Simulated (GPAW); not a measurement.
Consider Si on a C site in LiC.

```xyz
24
Lattice="-5.4780 2.4156 2.7172 -5.4780 -2.4156 -2.7172 0.0000 -4.8312 5.4344" Properties=species:S:1:pos:R:3 pbc="T T T"
Si   -5.4780   -3.3281    2.7337
C    -7.3347   -0.5723   -0.0341
C    -9.1263   -2.9715    2.7487
C    -5.4780    1.7041    2.6878
C    -1.8297   -2.9715    2.7487
C    -3.6213   -0.5723   -0.0341
C    -5.4780   -6.7130    2.7451
C    -1.8029   -1.7183    2.7575
C    -3.6372   -4.1496    5.3900
C    -5.4780   -1.6608    2.7100
C    -7.3188   -4.1496    5.3900
C    -9.1531   -1.7183    2.7575
Li   -9.1038    0.0111    1.4133
Li   -5.4780   -5.2341    1.2132
Li   -1.8522    0.0111    1.4133
Li   -3.5784   -2.2594    4.1722
Li   -5.4780   -0.0091    1.4486
Li   -7.3776   -2.2594    4.1722
Li   -5.4780   -5.2297    4.2435
Li   -7.3583   -2.2618    1.2770
Li   -9.0913   -4.8225    3.9979
Li   -5.4780   -0.0086    3.9862
Li   -1.8647   -4.8225    3.9979
Li   -3.5977   -2.2618    1.2770
```

Absorber: atom 1, with 1 C at 1.67 Å (terminal; the defect atom itself). Method: GPAW, LDA, excited-electron core hole (neutral cell), 24-atom cell with 6.6 Å between holes, 4×4×3 k points, dipole transitions, Gaussian full width 0.9 eV up to 4 eV, rising linearly to 3.5 eV at 25 eV.

Q: Predict the near-edge structure at the Si K edge.

Main maxima up to 24 eV above the zero (height): 0.4 eV (3.59), 2.0 eV (0.82), 3.2 eV (0.74), 10.3 eV (1.43), 13.1 eV (1.83) and 20.8 eV (0.79). A K edge sees empty p states on the absorber. The total-energy difference is 1842.86 eV. One term is added: -14.86 eV, since the hole is spin-paired here and a spin-polarised one costs that much less in the free atom (computed apart). The photon energy is then 1828.00 eV. The tabulated edge of the element is 1839 eV. The functional leaves an error in such absolute values: in the free atom LDA prices this hole 7.8 eV below PBE (computed apart), and PBE is itself good to a few eV.

The Si K spectrum (energy from the bottom of the conduction band, which holds the excited electron; intensity scaled to a mean of 1 over the first 20 eV):

```csv
E (eV),isotropic,ε ∥ x,ε ∥ y,ε ∥ z
-2.0,0.00,0.00,0.00,0.00
-1.0,0.01,0.02,0.00,0.02
0.0,2.45,3.34,0.01,4.00
1.0,1.19,1.84,0.06,1.68
2.0,0.82,0.87,0.12,1.48
3.0,0.72,1.15,0.17,0.84
4.0,0.61,0.62,0.49,0.71
5.0,0.39,0.65,0.32,0.19
6.0,0.37,0.63,0.32,0.17
7.0,0.51,0.61,0.61,0.31
8.0,0.66,0.57,0.77,0.63
9.0,0.95,1.06,0.87,0.92
10.0,1.40,1.85,1.13,1.22
11.0,1.32,1.52,1.13,1.32
12.0,1.47,1.32,1.59,1.50
13.0,1.83,1.41,2.25,1.82
14.0,1.58,1.16,1.92,1.65
15.0,1.05,0.67,1.29,1.18
16.0,0.82,0.46,1.16,0.85
17.0,0.74,0.44,1.10,0.67
18.0,0.67,0.49,0.95,0.57
19.0,0.68,0.58,0.93,0.54
20.0,0.76,0.64,1.08,0.56
21.0,0.79,0.63,1.16,0.58
22.0,0.74,0.59,1.05,0.57
23.0,0.67,0.56,0.90,0.54
24.0,0.65,0.58,0.84,0.52
25.0,0.67,0.67,0.85,0.50
26.0,0.73,0.81,0.87,0.51
```

In so small a cell the defects form an ordered array, and no site is far from one. The mesh is coarse (0.29 Å⁻¹ between points), so small maxima may be mesh ripples.

[Banner, clock and machine lines of the logs are left out without a mark of their own.]

[Logs are printed without paths, hosts, clocks, repeated set-up lines and the standing remarks that a program may print on its own settings, such as how far it seeks lower states.]

[Hosts, paths, dates, database ids (printed as entryN), source tags and the programs' standing remarks are cut or masked in the printed files.]

[Lists of maxima count a maximum above −3 eV only where it reaches 4 % of the highest in the window and stands out from its surroundings by 2 % of it (1.5 % where it reaches 55 %); shoulders and weaker maxima are passed over, and of the rest the first, up to two pre-edge ones and the few strongest are named.]
